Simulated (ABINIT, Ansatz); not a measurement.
# ZnSe (Stilleite): G0W0 with ABINIT, start to end

How does a plane-wave GW calculation on ZnSe (Stilleite) run from the first input to the gap?

Program: ABINIT 10.8.3. Level of theory: PBE and many-body steps on it, plane waves. Results are calculated unless marked as measured.

This is a report of a sequence of runs, with most program output left out.

**1. Starting point**

The structure is cubic, space group F-43m (No. 216). Conventional cell: a = 5.668 Å, b = 5.668 Å, c = 5.668 Å, α = 90.00°, β = 90.00°, γ = 90.00°. Nearest to Zn lie 4 Se at 2.45 Å. Nearest to Se lie 4 Zn at 2.45 Å. Farther neighbours and most contacts between anions are not listed.

The cell and positions come from the Crystallography Open Database and are kept as given unless a step says otherwise.

**2. Ground state**

This step: ABINIT 10.8.3; DFT, PBE, plane waves, norm-conserving pseudopotentials.

The ground-state density comes first.

Input file run.abi:

```
acell 3*1.0 Angstrom
rprim 
  -0.000000000000 2.833800000000 2.833800000000
  2.833800000000 -0.000000000000 2.833800000000
  2.833800000000 2.833800000000 0.000000000000
ntypat 2
znucl 30 34
natom 2
typat 1 2
xred 
  0.000000000000 0.000000000000 0.000000000000
  0.250000000000 0.250000000000 0.250000000000
pp_dirpath "pseudos"
pseudos "Zn.upf, Se.upf"
ecut 39
ngkpt 6 6 6
nshiftk 1
shiftk 0 0 0
kptopt 1
chksymbreak 0
nband 23
occopt 1
tolvrs 1e-10
nstep 60
prtwf 0
optforces 0
optstress 0
indata_prefix "in"
outdata_prefix "out"
tmpdata_prefix "tmp"
```

Launch:

```sh
$ OMP_NUM_THREADS=1 mpirun -n 4 abinit run.abi > log
```

The job ended after 36 s (4 MPI ranks of Arm Neoverse N1, shared host; peak memory 0.33 GiB; 2.4 min of CPU time).

Numbers from this step:

```
total energy               : -8988.7416 eV
gap                        : 1.288 eV
k of the valence top       : 0, 0, 0
k of the conduction bottom : 0, 0, 0
least direct gap           : 1.288 eV
```

The gap is direct, at Γ.

**3. Bands along the symmetry lines**

Levels along a band path, at the cheap level, show where the edges lie and whether the meshes to come will hold them.

Input file run.abi:

```
acell 3*1.0 Angstrom
rprim 
  -0.000000000000 2.833800000000 2.833800000000
  2.833800000000 -0.000000000000 2.833800000000
  2.833800000000 2.833800000000 0.000000000000
ntypat 2
znucl 30 34
natom 2
typat 1 2
xred 
  0.000000000000 0.000000000000 0.000000000000
  0.250000000000 0.250000000000 0.250000000000
pp_dirpath "pseudos"
pseudos "Zn.upf, Se.upf"
ecut 39
iscf -2
irdden 1
kptopt 0
nkpt 50
kpt 
  0.00000000 0.00000000 0.00000000
  -0.06250000 -0.06250000 0.00000000
  -0.12500000 -0.12500000 0.00000000
  -0.18750000 -0.18750000 0.00000000
  -0.25000000 -0.25000000 0.00000000
  -0.31250000 -0.31250000 0.00000000
  -0.37500000 -0.37500000 0.00000000
  -0.43750000 -0.43750000 0.00000000
  -0.50000000 -0.50000000 0.00000000
  -0.48437500 -0.48437500 0.03125000
  -0.46875000 -0.46875000 0.06250000
  -0.45312500 -0.45312500 0.09375000
  -0.43750000 -0.43750000 0.12500000
  -0.42187500 -0.42187500 0.15625000
  -0.40625000 -0.40625000 0.18750000
  -0.39062500 -0.39062500 0.21875000
  -0.37500000 -0.37500000 0.25000000
  -0.37500000 0.00000000 0.37500000
  -0.32812500 0.00000000 0.32812500
  -0.28125000 0.00000000 0.28125000
  -0.23437500 0.00000000 0.23437500
  -0.18750000 0.00000000 0.18750000
  -0.14062500 0.00000000 0.14062500
  -0.09375000 0.00000000 0.09375000
  -0.04687500 0.00000000 0.04687500
  0.00000000 0.00000000 0.00000000
  0.00000000 0.00000000 0.06250000
  0.00000000 0.00000000 0.12500000
  0.00000000 0.00000000 0.18750000
  0.00000000 0.00000000 0.25000000
  0.00000000 0.00000000 0.31250000
  0.00000000 0.00000000 0.37500000
  0.00000000 0.00000000 0.43750000
  0.00000000 0.00000000 0.50000000
  -0.06250000 -0.03125000 0.46875000
  -0.12500000 -0.06250000 0.43750000
  -0.18750000 -0.09375000 0.40625000
  -0.25000000 -0.12500000 0.37500000
  -0.31250000 -0.15625000 0.34375000
  -0.37500000 -0.18750000 0.31250000
  -0.43750000 -0.21875000 0.28125000
  -0.50000000 -0.25000000 0.25000000
  -0.50000000 -0.28125000 0.21875000
  -0.50000000 -0.31250000 0.18750000
  -0.50000000 -0.34375000 0.15625000
  -0.50000000 -0.37500000 0.12500000
  -0.50000000 -0.40625000 0.09375000
  -0.50000000 -0.43750000 0.06250000
  -0.50000000 -0.46875000 0.03125000
  -0.50000000 -0.50000000 0.00000000
istwfk *1
nband 25
nbdbuf 2
tolwfr 1e-08
nstep 40
prtwf 0
prtvol 0
indata_prefix "in"
outdata_prefix "out"
tmpdata_prefix "tmp"
```

Run time: 39 s. Hardware: 4 MPI ranks; peak memory 0.32 GiB; 2.6 min of CPU time.

Numbers from this step:

```
gap                        : 1.288 eV
k of the valence top       : 0, 0, 0
k of the conduction bottom : 0, 0, 0
least direct gap           : 1.288 eV
```

The gap is 1.288 eV, as in the run before at this level.

The electronic bands at the labelled points (eV, zero at the top of the highest filled band):

| point | band 15 | band 16 | band 17 | band 18 | band 19 | band 20 | band 21 | band 22 |
| --- | --- | --- | --- | --- | --- | --- | --- | --- |
| Γ | -6.17 | 0.00 | 0.00 | 0.00 | 1.29 | 5.81 | 5.81 | 5.81 |
| halfway | -6.15 | -2.88 | -1.25 | -1.25 | 3.93 | 4.03 | 8.04 | 8.04 |
| X | -5.99 | -4.75 | -2.18 | -2.18 | 2.99 | 3.47 | 10.73 | 11.26 |
| halfway | -5.96 | -4.73 | -2.56 | -2.08 | 3.26 | 4.06 | 9.96 | 10.51 |
| U | -5.91 | -4.71 | -3.08 | -1.79 | 3.59 | 5.60 | 9.05 | 9.28 |
| jump to K | -5.91 | -4.71 | -3.08 | -1.79 | 3.59 | 5.60 | 9.05 | 9.28 |
| halfway | -6.15 | -3.33 | -1.73 | -0.49 | 3.79 | 5.97 | 6.67 | 6.69 |
| Γ | -6.17 | 0.00 | 0.00 | 0.00 | 1.29 | 5.81 | 5.81 | 5.81 |
| halfway | -6.17 | -3.04 | -0.48 | -0.48 | 2.75 | 6.45 | 6.45 | 6.57 |
| L | -6.01 | -5.22 | -0.87 | -0.87 | 2.55 | 6.39 | 6.39 | 8.57 |
| halfway | -5.96 | -4.89 | -2.40 | -1.46 | 4.23 | 5.56 | 7.42 | 8.67 |
| W | -5.87 | -4.68 | -2.76 | -2.66 | 5.48 | 5.56 | 6.97 | 7.72 |
| halfway | -5.93 | -4.72 | -2.48 | -2.43 | 3.88 | 4.29 | 9.22 | 9.31 |
| X | -5.99 | -4.75 | -2.18 | -2.18 | 2.99 | 3.47 | 10.73 | 11.26 |

**4. Empty states on the mesh, 4×4×4 mesh, 129 bands**

The sums over transitions need many empty states on a uniform mesh; this step solves for them.

Input file run.abi:

```
acell 3*1.0 Angstrom
rprim 
  -0.000000000000 2.833800000000 2.833800000000
  2.833800000000 -0.000000000000 2.833800000000
  2.833800000000 2.833800000000 0.000000000000
ntypat 2
znucl 30 34
natom 2
typat 1 2
xred 
  0.000000000000 0.000000000000 0.000000000000
  0.250000000000 0.250000000000 0.250000000000
pp_dirpath "pseudos"
pseudos "Zn.upf, Se.upf"
ecut 39
ngkpt 4 4 4
nshiftk 1
shiftk 0 0 0
kptopt 1
chksymbreak 0
irdden 1
istwfk *1
nband 129
prtvol 0
optdriver 6
gwr_task "HDIAGO"
paral_kgb 0
occopt 1
indata_prefix "in"
outdata_prefix "out"
tmpdata_prefix "tmp"
```

Run time: 1.8 min. Hardware: 4 MPI ranks; peak memory 3 GiB; 7.2 min of CPU time.

This step gave:

```yaml
gap: 1.288 eV
k_of_the_valence_top: 0, 0, 0
k_of_the_conduction_bottom: 0, 0, 0
least_direct_gap: 1.288 eV
k_points_computed: 8
lowest_point_of_the_top_converged_band_above_the_valence_top: 88.1516 eV
```

On this mesh the gap is 1.288 eV.

**5. Screening, 4×4×4 mesh, 121 bands, screening to 176.9 eV**

The RPA dielectric matrix is built and inverted for each q.

This step: RPA screening on PBE, plane waves, norm-conserving pseudopotentials.

Changes to run.abi since step 4:

```diff
@@ -20,10 +20,11 @@
 chksymbreak 0
-irdden 1
 istwfk *1
-nband 129
-prtvol 0
-optdriver 6
-gwr_task "HDIAGO"
-paral_kgb 0
 occopt 1
+irdwfk 1
+optdriver 3
+nband 121
+ecuteps 6.5
+inclvkb 2
+awtr 1
+symchi 1
 indata_prefix "in"
```

Wall time 99 s (4 MPI ranks); peak memory 0.99 GiB.

Numbers from this step:

```yaml
eps_infinity_with_local_fields_on_this_mesh_along_the_program_s_q_direction: 14.03
the_same_without_local_fields: 15.00
plasma_frequency: 33.02 eV
plane_waves_in_the_screening_matrix: 259
```

Local fields lower ε∞ by 6 %. On a Γ-centred mesh this coarse the value itself is usually too large, while a short band sum pulls it down.

**6. Self-energy, 4×4×4 mesh, 121 bands, screening to 176.9 eV**

The self-energy is evaluated for the states that the input lists, and the levels follow from it, in one-shot runs by the linearised quasiparticle equation.

This step: G0W0 on PBE, plane waves, norm-conserving pseudopotentials.

Changes to run.abi since step 5:

```diff
@@ -23,8 +23,15 @@
 irdwfk 1
-optdriver 3
+optdriver 4
 nband 121
+gwcalctyp 0
+ecutsigx 39
+symsigma 1
+nkptgw 1
+kptgw 
+  0.0000000000 0.0000000000 0.0000000000
+bdgw 
+  16 22
 ecuteps 6.5
-inclvkb 2
-awtr 1
-symchi 1
+irdscr 1
+ppmodel 1
 indata_prefix "in"
```

Wall time 15 s (4 MPI ranks); peak memory 0.83 GiB.

This step gave:

```
G0W0 gap on the points computed              : 2.530 eV
starting gap on the mesh                     : 1.288 eV
k of the valence top                         : 0, 0, 0
k of the conduction bottom                   : 0, 0, 0
Z at the valence top                         : 0.799
Z at the conduction bottom                   : 0.815
least direct G0W0 gap on the computed points : 2.530 eV
```

The gap on the mesh goes from 1.29 eV to 2.53 eV, a correction of +1.24 eV.

Limits: finite bands, cutoff and mesh; exchange with frozen shells missing; no spin-orbit coupling; coarse k mesh. v1 is the top filled band, c1 the lowest empty one. Levels before and after the correction, in eV, zero at the valence-band top of each column:

|  | conduction bottom | valence top |
| --- | --- | --- |
| Kohn-Sham | 1.29 | 0.00 |
| G0W0 | 2.53 | 0.00 |

|  | level | energy (eV) |
| --- | --- | --- |
| Kohn-Sham | Γ v3-v1 | 0.000 |
| Kohn-Sham | Γ c1 | 1.288 |
| Kohn-Sham | Γ c2-c4 | 5.815 |
| G0W0 | Γ v3-v1 | 0.000 |
| G0W0 | Γ c1 | 2.530 |
| G0W0 | Γ c2-c4 | 7.490 |

**7. Where the time went**

Times are wall times on 4 MPI ranks of Arm Neoverse N1, shared host, good to a factor of about two.

| step | time | share | memory (GiB) |
| --- | --- | --- | --- |
| ground state | 36 s | 12 % | 0.33 |
| bands along the symmetry lines | 39 s | 13 % | 0.32 |
| empty states on the mesh | 1.8 min | 36 % | 3.0 |
| screening | 99 s | 33 % | 0.99 |
| self-energy | 15 s | 5 % | 0.83 |

**8. What came out**

| Item | Value |
| --- | --- |
| PBE gap | 1.29 eV, direct |
| G0W0 gap on the mesh | 2.53 eV |
| GW settings | 4×4×4 mesh, 121 bands, screening to 176.9 eV, Godby-Needs plasmon pole |
| known limits | not at the basis limit; exchange with frozen shells missing; no spin-orbit coupling; coarse k mesh |

**Reading.** G0W0 moves the gap on the mesh from 1.29 eV to 2.53 eV (+1.24 eV), with Z of 0.80 and 0.81 at the edges. Local fields lower the RPA ε∞ on this mesh from 15.00 to 14.03; a Γ-centred mesh this coarse tends to raise both, most where the direct gap is narrow, while a short band sum lowers them. Only 1 of the mesh's irreducible points was corrected, so a valley elsewhere could overtake. Bands and cutoff are finite, so the gap is not at the basis limit. The miss can reach some tenths of an eV and take either sign; the mesh is an error of its own. In the G0W0 run levels were corrected at 1 k point alone, so a gap called «on the mesh» is the least over those, and an edge elsewhere would be missed. The 4×4×4 mesh is coarse for this cell, which bears on the long-range parts of exchange and screening. The norm-conserving file of at least one element keeps a d shell over frozen s and p shells of the same row. Exchange with those shells is missing from the self-energy, an error of 0.3 to 0.9 eV in cases checked, whose sign depends on which edge lies on those atoms. The many-body steps are scalar-relativistic: spin-orbit coupling is not in them.

[Paths, hosts, dates, memory and timing lines, banners, echoed tables and standing remarks are left out of the program output.]

[Logs are printed without paths, hosts, clocks, repeated set-up lines and the standing remarks that a program may print on its own settings, such as how far it seeks lower states.]

[Runs of the session that timed out or met a known fault of the program may be left out.]

[No measured gap is set beside runs whose start may be inverted or whose files or cutoffs have a known fault.]

[Hosts, paths, dates, database ids (printed as entryN), source tags and the programs' standing remarks are cut or masked in the printed files.]

[G0W0 gaps are taken among the corrected bands and points alone; a level outside them can change the order at an edge.]

[Where Ansatz stands beside ABINIT at settings called matched, ABINIT's density can come from a denser mesh and the files from another edition; pairs whose starting gaps differed by over 0.03 eV were left out, so agreement reads better than it is.]
